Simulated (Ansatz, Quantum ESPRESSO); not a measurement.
# 1T-SnSe2, 2 layers, AA stacking: the dipole at a withheld member of a series

Method. Quantum ESPRESSO 7.5, PBE, GBRV ultrasoft. Cell and atoms are relaxed without a field with a D3(BJ) correction and then held. Sawtooth field with dipole correction, 17 Å of vacuum in the starting cell, Fermi-Dirac smearing of 0.002 Ry; bands along a path at each field. The series steps the field along the normal.

| field along the normal | dipole (e Å) |
| --- | --- |
| 0 V/Å | 0.000 |
| 0.05 V/Å | 0.038 |
| 0.1 V/Å | 0.076 |
| 0.2 V/Å | 0.151 |
| 0.3 V/Å | 0.227 |

One more run was made and is withheld. What is the dipole at 0.4 V/Å?

By hand: The rows at 0.2 V/Å and 0.3 V/Å give a slope of (0.227 − (0.151))/(0.3 − (0.2)) = 0.76, so a straight line gives 0.303 e Å. A parabola through these and the row at 0.1 V/Å gives 0.304 e Å.

**Check.** 0.303 e Å. The line misses by 0.000 and the parabola by +0.001 e Å. Both misses are under 5 % of the step from the nearer row.

**Limits.** Ions are held; semilocal gaps are too small; in strong fields empty levels can belong to the vacuum; one stacking. Members without a usable value, or on the other side of zero field or charge, are not listed.
